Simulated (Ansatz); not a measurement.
# Antimonene bilayer (AA') in a perpendicular field, part 3 of 3

Wanted: the out-of-plane response of the antimonene bilayer (AA'). A positive field points along +c.

Ansatz 0.2.0; plane-wave DFT, PBEsol-D3(BJ), Ansatz PAW (set soft_1); PAW set soft_1 (the session's first sound run).

So far. Step 7 (Atoms held, field 0.25 V/Å): The dipole is 0.178 e·Å, and the gap 0.575 eV. Step 8 (Single point, field -0.25 V/Å): The dipole is -0.178 e·Å, and the gap 0.575 eV.

## (9) Response, atoms held

This step: plane-wave DFT, PBEsol-D3(BJ), Ansatz PAW (set soft_1); response to a field along the normal, atoms held; PAW set soft_1 (Ansatz 0.2.0).

The dipoles give the slope, and the difference of two potentials shows where the field is screened.

Numbers from this step:

- equivalent conductor thickness p/(ε₀AE): 9.299 Å
- distance between the outer atoms: 7.152 Å

Table of dipole of the cell by applied field:

```
applied field (V/Å)  dipole of the cell (e·Å)
             -0.250                    -0.178
             -0.030                   -0.0213
              0.000                    2.8e-7
              0.030                    0.0213
              0.150                     0.107
              0.250                     0.178
```

Local field over the applied field, running mean. From the potentials at -0.03 and 0.03 V/Å; running mean over 2.5 Å. Local field over applied field against z:

z (Å), local field over applied field and a bar from the least value:
```
        5      0.987 ##############################
        6      0.925 ############################
        7      0.699 #####################
        8      0.355 ###########
        9      0.073 ##
       10     -0.001 
       11      0.098 ###
       12      0.269 ########
       13      0.284 #########
       14      0.126 ####
       15      0.002 
       16      0.049 #
       17      0.303 #########
       18      0.650 ####################
       19      0.904 ###########################
       20      0.983 ##############################
       21      0.997 ##############################
```

Electrons, planar mean, per unit field. Induced electron density against z:

z (Å), induced electron density (e/Å³ per V/Å) and a bar from the least value:
```
      4.5    0.00002 ################
      5.0    0.00006 ################
      5.5    0.00016 ################
      6.0    0.00038 #################
      6.5    0.00090 ####################
      7.0    0.00187 #########################
      7.5    0.00298 ##############################
      8.0    0.00278 #############################
      8.5    0.00111 #####################
      9.0    0.00099 ####################
      9.5    0.00024 #################
     10.0   -0.00009 ###############
     10.5   -0.00057 #############
     11.0   -0.00070 ############
     11.5   -0.00180 #######
     12.0   -0.00188 ######
     12.5   -0.00028 ##############
     13.0    0.00148 #######################
     13.5    0.00210 ##########################
     14.0    0.00083 ###################
     14.5    0.00069 ###################
     15.0    0.00019 ################
     15.5   -0.00014 ###############
     16.0   -0.00075 ############
     16.5   -0.00103 ##########
     17.0   -0.00224 ####
     17.5   -0.00315 
     18.0   -0.00224 ####
     18.5   -0.00114 ##########
     19.0   -0.00050 #############
     19.5   -0.00021 ##############
     20.0   -0.00008 ###############
     20.5   -0.00003 ###############
     21.0   -0.00001 ###############
```

The smaller of the gaps on the path and on the k-mesh, counted as 0 under 0.03 eV. Gap against applied field:

```
applied field (V/Å)  gap (eV)
             -0.250     0.575
             -0.030     0.656
              0.000     0.658
              0.030     0.656
              0.150     0.619
              0.250     0.575
```

By hand: between -0.03 and 0.03 V/Å the dipole changes by 0.04265 e·Å, a slope of 0.7108 e·Å²/V. A perfect conductor of thickness t has p = ε₀AEt, so t = 180.95 × 0.7108 / 13.830 = 9.30 Å (e/ε₀ = 180.95 V·Å, A in Å²).

The induced dipole is that of a conductor 9.30 Å thick.

## (10) With spin-orbit coupling

This step: plane-wave DFT, PBE, fully relativistic PAW with spin-orbit coupling; PAW set soft_1 (Ansatz 0.2.0).

Heavy atoms split their bands by spin-orbit coupling, so this run uses fully relativistic files and two-component states.

File input.yaml:

```yaml
crystal:
  lattice:
    - [3.9962149962, 0.0, 0.0]
    - [-1.9981074981, 3.4608237057, 0.0]
    - [0.0, 0.0, 25.1523562133]
  atoms:
    - { symbol: Sb, position: [0.6666666667, 0.3333333333, 0.3578193599] }
    - { symbol: Sb, position: [0.3333333333, 0.6666666667, 0.4234728103] }
    - { symbol: Sb, position: [0.3333333333, 0.6666666667, 0.5765271897] }
    - { symbol: Sb, position: [0.6666666667, 0.3333333333, 0.6421806401] }
kpoints:
  mp_grid: { grid: [12, 12, 1] }
  band_path:
    path: [[0, 0, 0], [0.5, 0, 0], [0.33333333, 0.33333333, 0], [0, 0, 0]]
    npoints: 16
hamiltonian:
  xc: pbe
  pseudopotentials: { kind: paw_fr, azcp: { folder: soft_1 } }
magnetization:
  noncollinear: true
  spin_orbit: true
scf:
  occupations: { method: fermi_dirac, width: 0.02585 }
  convergence: { dr2_threshold: 1.0e-09 }
efield:
  axis: 3
  dipole_correction: true
  ramp_position: 0.97
  ramp_width: 0.06
  amplitude: 0
output:
  write_potential: true
  write_density: true
  volumetric_format: npy
```

Run with:

```bash
ansatz run input.yaml --threads 4 --pin off --max-ram 6144MiB --backend cpu --events-out ev --progress --plain --runs-dir out
```

Numbers of over 12 decimals in the logs are rounded to 6 here.

The log of the run:

```text
[...]
non-collinear run that drives no moment, with spin-orbit: no starting moment large enough to seed its density (crystal.atoms[].spin), no starting occupations that ask for one, no magnetisation constraint and no magnetic field, so the semilocal B_xc is pinned to zero
Crystal: 4 atoms, lattice volume = 347.862 Å³
Basis set: ecut = 420 eV, 6841 PW (Γ)
Bands: 72, of which v1, the nominal top of the filled ones, is band 60 counted from 1 (59 counted from 0)
Symmetry: 6 space group operations + 6 with time reversal
k-points: 19 of 144 (time reversal used)
Projection manifold: j_resolved (fully-relativistic pseudo-atomic orbitals)
[...]
SCF iter   1: F=—  HF=-25947.558445 eV  |F-HF|=—  |Δ(HF+E_count)|=         —  Δρ=1.14e-2  dr2=5.00e-1  dr2_m=0.00e0 (ungated)  ethr=8.13e-4  |M|=0.00e0 ∫|m|=0.00e0 μB  |m|>n=0.0e0 m-floor=0.0e0 τ_xc=0.0e0  β_m=0.30  p=0.000 e·Å  D=5.95e-14 V/Å  ΔV_dip=-0.00 eV  dr2_dipole=2.47e-10  V_vac-E_F(+/−)=4.74/4.74 eV  ⟨swp⟩=1.8  Hψ=8406  notcnv=0
[...]
spin=Noncollinear: Resta preconditioning applied to the charge; magnetization (m_x, m_y, m_z) channels mix plain (no charge-response kernel on spin).
SCF iter   2: F=—  HF=-25947.522637 eV  |F-HF|=—  |Δ(HF+E_count)|=   3.58e-2  Δρ=8.39e-3  dr2=2.71e-1  dr2_m=0.00e0 (ungated)  ethr=8.13e-4  |M|=0.00e0 ∫|m|=0.00e0 μB  |m|>n=0.0e0 m-floor=0.0e0 τ_xc=0.0e0  β_m=0.65  p=-0.000 e·Å  D=-2.15e-6 V/Å  ΔV_dip=0.00 eV  dr2_dipole=2.76e-9  V_vac-E_F(+/−)=4.56/4.56 eV  ⟨swp⟩=1.7  Hψ=1430  notcnv=0
[...]
SCF iter  11: F=-25947.490135 eV  HF=-25947.490135 eV  |F-HF|=2.18e-11  |Δ(HF+E_count)|=   6.64e-9  Δρ=2.02e-7  dr2=2.86e-10  dr2_m=0.00e0 (ungated)  ethr=1.67e-12  |M|=0.00e0 ∫|m|=0.00e0 μB  |m|>n=0.0e0 m-floor=0.0e0 τ_xc=0.0e0  p=-0.000 e·Å  D=-1.21e-6 V/Å  ΔV_dip=0.00 eV  dr2_dipole=7.34e-11  V_vac-E_F(+/−)=4.08/4.08 eV  ⟨swp⟩=2.5  Hψ=4691  notcnv=0
SCF 1 converged in 11 iterations: F = -25947.490135 eV  dr2 = 2.86e-10
[...]
SCF converged after 11 iterations
Magnetization: |M| = 0.0000 μB,  M = (+0.0000, +0.0000, +0.0000) μB
Absolute magnetization: 0.0000 μB (∫|m|)
  site 0: m = (+0.0000, +0.0000, +0.0000) μB, |m| = 0.0000 μB  (R = 1.17 Å)
  site 1: m = (+0.0000, +0.0000, +0.0000) μB, |m| = 0.0000 μB  (R = 1.17 Å)
  site 2: m = (+0.0000, +0.0000, +0.0000) μB, |m| = 0.0000 μB  (R = 1.17 Å)
  site 3: m = (+0.0000, +0.0000, +0.0000) μB, |m| = 0.0000 μB  (R = 1.17 Å)
Free energy (F): -25947.490135 eV
[...]
Internal energy: -25947.490131 eV  (E = F + TS)
E sigma→0 (E₀):  -25947.490133 eV
Entropy (-TS):   -0.000004 eV (-0.001 meV/atom)
Fermi energy:    0.928111 eV
Dipole field:    D = 0.000008 V/Å  (p = 0.000014 e·Å, saw-weighted, corrected)
Work function:   Φ+ = 4.0829 eV   Φ− = 4.0830 eV
[...]
--- Band table (eV; the first three rows and the last of 19) ---
  k-point 0: bands = [... 56 lower, 0.6591, 0.6591, 0.7341, 0.7341, 2.0426, 2.0426, 2.4304, 2.4304, ... 8 higher]
  k-point 1: bands = [... 56 lower, 0.3229, 0.3229, 0.4156, 0.4156, 2.4492, 2.4492, 2.6793, 2.6793, ... 8 higher]
  k-point 2: bands = [... 56 lower, -0.1251, -0.1251, 0.2780, 0.2780, 1.9772, 1.9772, 2.2846, 2.2846, ... 8 higher]
  k-point 18: bands = [... 56 lower, -1.7377, -1.5623, -1.3929, -1.1923, 1.2175, 1.2435, 1.7679, 1.7853, ... 8 higher]
```

Run time: 41 s. Hardware: 4 threads of Intel Xeon 6975P-C (Granite Rapids), shared host; peak memory 2.4 GiB; 2.7 min of CPU time.

Numbers from this step:

| Item | Value |
| --- | --- |
| dipole along the normal | 1.45e-5 e·Å |
| gap along the path | 0.4397 eV |
| smallest direct gap along the path | 1.254 eV |
| ionisation energy, upper face | 4.277 eV |
| electron affinity, upper face | 3.837 eV |
| gap, the smaller of path and mesh | 0.4338 eV |

Electronic bands along the path, in eV, zero at the Fermi level of the run, which the smearing sets inside the gap:

```csv
point,band 57,band 58,band 59,band 60,band 61,band 62,band 63,band 64
Γ,-0.27,-0.27,-0.19,-0.19,1.11,1.11,1.50,1.50
halfway,-1.46,-1.46,-0.80,-0.80,0.47,0.47,0.96,0.96
M,-2.16,-2.16,-1.92,-1.92,0.77,0.77,1.11,1.11
halfway,-2.62,-2.52,-2.05,-1.95,0.83,0.85,1.49,1.51
K,-2.67,-2.49,-2.32,-2.12,0.29,0.32,0.84,0.86
halfway,-1.81,-1.77,-0.85,-0.81,1.20,1.24,1.79,1.90
Γ,-0.27,-0.27,-0.19,-0.19,1.11,1.11,1.50,1.50
```

The gap is 0.43 eV, with the valence edge 4.28 eV and the conduction edge 3.84 eV under the upper vacuum level.

## (11) With spin-orbit coupling, field 0.3 V/Å

The same in a field along the normal.

Edit input.yaml of step 10 so:

```diff
@@ -12,5 +12,3 @@
   mp_grid: { grid: [12, 12, 1] }
-  band_path:
-    path: [[0, 0, 0], [0.5, 0, 0], [0.33333333, 0.33333333, 0], [0, 0, 0]]
-    npoints: 16
+  band_path: { path: [[0, 0, 0], [0.12, 0, 0]], npoints: 24 }
 hamiltonian:
@@ -27,5 +25,5 @@
   dipole_correction: true
-  ramp_position: 0.97
-  ramp_width: 0.06
-  amplitude: 0
+  ramp_position: 0.9404
+  ramp_width: 0.1193
+  amplitude: 0.3
 output:
```

The log of the run:

```text
[...]
Crystal: 4 atoms, lattice volume = 347.862 Å³
Basis set: ecut = 420 eV, 6841 PW (Γ)
Bands: 72, of which v1, the nominal top of the filled ones, is band 60 counted from 1 (59 counted from 0)
Symmetry: 6 space group operations + 6 with time reversal
k-points: 19 of 144 (time reversal used)
[...]
k-point 0: bands = [... 56 lower, 0.5647, 0.5647, 0.8141, 0.8141, 1.9999, 1.9999, 2.4535, 2.4535, ... 8 higher]
  k-point 1: bands = [... 56 lower, 0.2186, 0.3367, 0.4428, 0.4911, 2.3673, 2.4095, 2.7120, 2.7202, ... 8 higher]
  k-point 2: bands = [... 56 lower, -0.1203, -0.0849, 0.2827, 0.2961, 1.9219, 1.9292, 2.3155, 2.3242, ... 8 higher]
  k-point 18: bands = [... 56 lower, -1.6742, -1.4958, -1.3875, -1.1875, 1.1849, 1.2076, 1.7894, 1.8034, ... 8 higher]
[key lines of the parts left out:]
SCF converged after 12 iterations
Magnetization: |M| = 0.0000 μB,  M = (+0.0000, +0.0000, +0.0000) μB
Free energy (F): -25947.522174 eV
Fermi energy:    0.952529 eV
Dipole field:    D = 0.111206 V/Å  (p = 0.213784 e·Å, saw-weighted, corrected)
```

The job ended after 33 s (4 threads; peak memory 2.4 GiB).

This step gave:

- dipole along the normal: 0.2138 e·Å
- gap along the path: 1.186 eV
- smallest direct gap along the path: 1.186 eV
- gap, the smaller of path and mesh: 0.3212 eV

The dipole is 0.214 e·Å, and the gap 0.321 eV.

## (12) Spin splitting near the zone centre

This step: plane-wave DFT, PBE, fully relativistic PAW with spin-orbit coupling; spin splitting near the zone centre; PAW set soft_1 (Ansatz 0.2.0).

Levels that meet at the zone centre are followed outwards; a split that grows in proportion to k gives the Rashba parameter as ΔE/2k.

Numbers from this step:

```yaml
largest_split_over_2k_that_stays_linear_in_k: 0.6628 eV Å
```

Groups of levels that meet at the zone centre and whose split, tested at two k, grows in proportion to k or stays under 1 meV; groups that fail this test are left out. Spin splitting, by row:

```
level at the first point (eV from the Fermi level)  states  split at k = 0.027 1/A (eV)  split over 2k (eV Å)
                                            -2.289       2                      2.00e-4                     0
                                            -1.227       2                       0.0203                0.3727
                                            -0.777       2                       0.0361                0.6628
                                             1.047       2                       0.0153                0.2809
                                             1.501       2                       0.0039                0.0716
                                              1.97       2                       0.0112                0.2056
                                             2.213       2                       0.0046               0.08446
```

## (13) A changed input: efield.ramp_width = 0.04

This step: plane-wave DFT, PBEsol-D3(BJ), Ansatz PAW (set soft_1) (Ansatz 0.2.0).

A run with a changed input: it repeats the earlier run at 0.03 V/Å with efield.ramp_width from 0.1193 to 0.04.

input.yaml, the sections that differ from step 11:

```yaml
kpoints:
  mp_grid: { grid: [12, 12, 1] }
  band_path:
    path: [[0, 0, 0], [0.5, 0, 0], [0.33333333, 0.33333333, 0], [0, 0, 0]]
    npoints: 16
hamiltonian:
  xc: pbesol
  dispersion: d3bj
  pseudopotentials: { kind: paw, azcp: { folder: soft_1 }, xc_functional: pbe }
scf:
  occupations: { method: fermi_dirac, width: 0.02585 }
  convergence: { dr2_threshold: 1.0e-10 }
efield:
  axis: 3
  dipole_correction: true
  ramp_position: 0.9404
  ramp_width: 0.04
  amplitude: 0.03
# crystal, output: as in step 11
# magnetization: removed
```

The log of the run:

```text
[...]
Crystal: 4 atoms, lattice volume = 347.862 Å³
Basis set: ecut = 420 eV, 6841 PW (Γ)
Bands: 36, of which v1, the nominal top of the filled ones, is band 30 counted from 1 (29 counted from 0)
Symmetry: 6 space group operations
k-points: 19 of 144 (time reversal used)
[...]
SCF iter  11: F=-25633.001298 eV  HF=-25633.001298 eV  |F-HF|=7.28e-12  |Δ(HF+E_count)|=   3.10e-9  Δρ=1.20e-7  dr2=8.21e-11  ethr=1.00e-12  p=0.021 e·Å  D=1.11e-2 V/Å  ΔV_dip=-0.28 eV  dr2_dipole=1.10e-13  V_vac-E_F(+/−)=4.47/4.05 eV  ⟨swp⟩=2.5  Hψ=2351  notcnv=0
SCF 1 converged in 11 iterations: F = -25633.001298 eV  dr2 = 8.21e-11
[...]
SCF converged after 11 iterations
Free energy (F): -25633.001298 eV
[...]
Internal energy: -25633.001298 eV  (E = F + TS)
E sigma→0 (E₀):  -25633.001298 eV
Entropy (-TS):   -0.000000 eV (-0.000 meV/atom)
Fermi energy:    0.703926 eV
Dipole field:    D = 0.011092 V/Å  (p = 0.021324 e·Å, saw-weighted, corrected)
Work function:   not extracted (applied field tilts the vacuum); planar V_es + V_field profile in the machine report
[...]
--- Band table (eV; the first three rows and the last of 19) ---
  k-point 0: bands = [... 26 lower, 0.3138, 0.3138, 0.3899, 0.3899, 1.9719, 2.4580, 3.0782, 3.0782, ... 2 higher]
  k-point 1: bands = [... 26 lower, -0.4295, 0.0966, 0.1187, 0.1945, 2.4311, 2.7538, 2.9967, 3.2476, ... 2 higher]
  k-point 2: bands = [... 26 lower, -1.1026, -0.3072, -0.2318, 0.1248, 1.9000, 2.2194, 3.5450, 3.6062, ... 2 higher]
  k-point 18: bands = [... 26 lower, -2.3255, -1.9010, -1.7126, -1.3592, 1.1151, 1.6813, 3.2094, 3.2609, ... 2 higher]
```

The job ended after 5.6 s (4 threads; peak memory 0.85 GiB; 21 s of CPU time).

This step gave:

| Item | Value |
| --- | --- |
| dipole along the normal | 0.02132 e·Å |
| gap along the path | 0.6616 eV |
| smallest direct gap along the path | 1.246 eV |
| gap, the smaller of path and mesh | 0.6556 eV |

The electronic bands at the labelled points (eV, zero at the Fermi level of the run, which the smearing sets inside the gap):

```
  point  band 27  band 28  band 29  band 30  band 31  band 32  band 33  band 34
      Γ    -0.39    -0.39    -0.31    -0.31     1.27     1.75     2.37     2.37
halfway    -1.74    -1.46    -1.38    -0.69     0.58     1.09     2.81     3.00
      M    -2.56    -2.12    -2.05    -1.91     0.89     1.22     1.34     2.40
halfway    -3.04    -2.65    -2.47    -1.86     0.96     1.67     2.19     2.27
      K    -3.03    -2.60    -2.42    -2.06     0.41     0.98     2.51     2.56
halfway    -2.51    -2.41    -1.67    -0.67     1.35     2.00     2.09     2.48
      Γ    -0.39    -0.39    -0.31    -0.31     1.27     1.75     2.37     2.37
```

```
                               quantity  this run  earlier run  difference
          dipole along the normal (e·Å)   0.02132      0.02132      1.7e-6
                gap along the path (eV)    0.6616       0.6616           0
smallest direct gap along the path (eV)     1.246        1.246     -1.0e-6
```

Nothing in the table moves by 0.01 in its unit (for the dipole 0.5 % and 5e-5 e·Å).

## (14) A changed input

An input spoilt on purpose, to show how the run answers: it repeats the earlier run at 0.03 V/Å with scf.max_iter to 2.

Edit input.yaml of step 13 so:

```diff
@@ -22,2 +22,3 @@
   convergence: { dr2_threshold: 1.0e-10 }
+  max_iter: 2
 efield:
@@ -26,3 +27,3 @@
   ramp_position: 0.9404
-  ramp_width: 0.04
+  ramp_width: 0.1193
   amplitude: 0.03
```

The log of the run:

```text
Engine: ansatz 0.2.0, x86_64-unknown-linux-gnu
Pseudopotentials: kind: paw
Pseudopotential: Sb, paw, valence charge 15, recommended cutoff 420 eV (normal), soft_1/Sb.paw.azcp
Functional definition: PBEsol
  exchange = pbesol_x
  correlation = pbesol_c
Crystal: 4 atoms, lattice volume = 347.862 Å³
Basis set: ecut = 420 eV, 6841 PW (Γ)
Bands: 36, of which v1, the nominal top of the filled ones, is band 30 counted from 1 (29 counted from 0)
Symmetry: 6 space group operations
k-points: 19 of 144 (time reversal used)
Non-local potential: Sb, projectors of the file, l = 0: 2, l = 1: 2, l = 2: 2, l = 3: 1
PAW form: soft (Blöchl's): semilocal exchange-correlation on the pseudo side does not see the compensation charge
PAW frozen core: Sb, regenerated for the run's functional, and the local potential with it (the file was generated under x = pbe(κ = 0.804, μ = 0.219515), c = pbe(β = 0.066725))
PAW one-centre angular grid: Sb, 590 points (default); XC on 64 Gauss nodes
Initial density: superposition of atomic densities (neutral atoms: chi_scale 0, normalization atom, screened)
Initial wavefunctions: pseudopotential atomic-orbital guess
Functional: x = pbesol(κ = 0.804, μ = 0.123457), c = pbesol(β = 0.046)
iter 1 solved again at ethr=8.32e-4 eV; its pass at ethr=3.10e-3 eV (dr2=4.99e-1 eV) is discarded
SCF iter   1: F=—  HF=-25633.114813 eV  |F-HF|=—  |Δ(HF+E_count)|=         —  Δρ=1.14e-2  dr2=5.11e-1  ethr=8.32e-4  p=0.022 e·Å  D=1.17e-2 V/Å  ΔV_dip=-0.29 eV  dr2_dipole=1.32e-5  V_vac-E_F(+/−)=5.18/4.82 eV  ⟨swp⟩=5.5  Hψ=7725  notcnv=0
efield: sawtooth ramp at fractional position 0.9404 (set: `efield.ramp_position`, or a place that a band, a saddle search or an elastic batch's reference lends), width 0.1193; the density the first Hamiltonian is built on has a dipole p = 0.022 e·Å; the dipole correction subtracts the counter field D = 1.17e-2 V/Å, which shifts the + side's vacuum level by -0.29 eV against the − side's; the planar-averaged density in the ramp window peaks in size at 1.2e-7 e/Å³
preconditioner: auto → Resta (q_TF=auto, 2.036 Å⁻¹)  ε∞=2.4  [insulator: Δε(μ)=0.805 eV  Ē_g=7.547 eV  σ=0.026 eV  W_gap=1.00  n_scr=58 (ndim 8)  ℏωp=8.9 eV  f_vac=0.558  D(μ)=0.00/eV (n_scr^D=0)  ε∞_Penn≈2.4  vacuum switching on, ρ_ref=4.1e-3 e/Å³]
SCF iter   2: F=—  HF=-25633.029009 eV  |F-HF|=—  |Δ(HF+E_count)|=   8.58e-2  Δρ=6.22e-3  dr2=1.48e-1  ethr=8.32e-4  p=0.021 e·Å  D=1.09e-2 V/Å  ΔV_dip=-0.27 eV  dr2_dipole=6.99e-6  V_vac-E_F(+/−)=4.86/4.49 eV  ⟨swp⟩=5.6  Hψ=4340  notcnv=0
Error: did not converge after 2 iterations: dr2 = 1.48e-1 (threshold 1.00e-10), under the density mixer `msr1`, which `scf.mixing.algorithm: auto` chose by the deck's other keys (type `scf.mixing.algorithm: msr1` to keep it); raise `scf.max_iter`, which need not help a stalled SCF, or adjust the mixing (`scf.mixing`) or, under a smearing, its width (`scf.occupations.width`, in either direction: another width is another result); this SCF holds its density and magnetisation to the symmetry operations that it keeps, and cannot end on a state that breaks one of them: if the state sought breaks one, re-run with `crystal.symmetry.detect: [rest of the remark cut]
```

Run time: 1.8 s. Hardware: 4 threads; peak memory 0.72 GiB.

No converged result was reached; the numbers in the log don't describe the system.

The program's message: “Error: did not converge after 2 iterations: dr2 = 1.48e-1 (threshold 1.00e-10), under the density mixer `msr1`, which `scf.mixing.algorithm: auto` chose by the deck's other keys (type `scf.mixing.algo …”

The fault put into the input: too few SCF iterations.

## (15) Outcome

```yaml
gap_without_field: 0.658 eV
ionisation_energy_upper_face: 4.61 eV
electron_affinity_upper_face: 3.95 eV
equivalent_conductor_thickness_atoms_held: 9.30 Å
largest_split_over_2k_that_stays_linear_in_k_at_0p3_v_a: 0.663 eV Å
```

**Reading.** The induced dipole equals that of a perfect conductor 9.30 Å thick, while the outer atoms lie 7.15 Å apart; an out-of-plane ε follows only once a thickness t is chosen, by 1 − 1/ε = 9.30 Å / t. The gap goes from 0.66 eV to 0.57 eV at -0.25 V/Å. With the field reversed the gap is 0.57 eV at 0.25 V/Å. Semilocal functionals give gaps that are too small, and excitons are not included. The field series itself is without spin-orbit coupling. With this functional, D3(BJ) tends to leave the relaxed cell short of measured lattice constants, by some per cent.

[Logs are printed without paths, hosts, clocks, repeated set-up lines and the standing remarks that a program may print on its own settings, such as how far it seeks lower states.]

[Hosts, paths, dates, database ids (printed as entryN), source tags and the programs' standing remarks are cut or masked in the printed files.]

[Maps of the electrostatic potential energy from Ansatz leave out the sawtooth potential of an applied field or a dipole correction, so their vacuum need not be flat; planar profiles and work functions include it.]
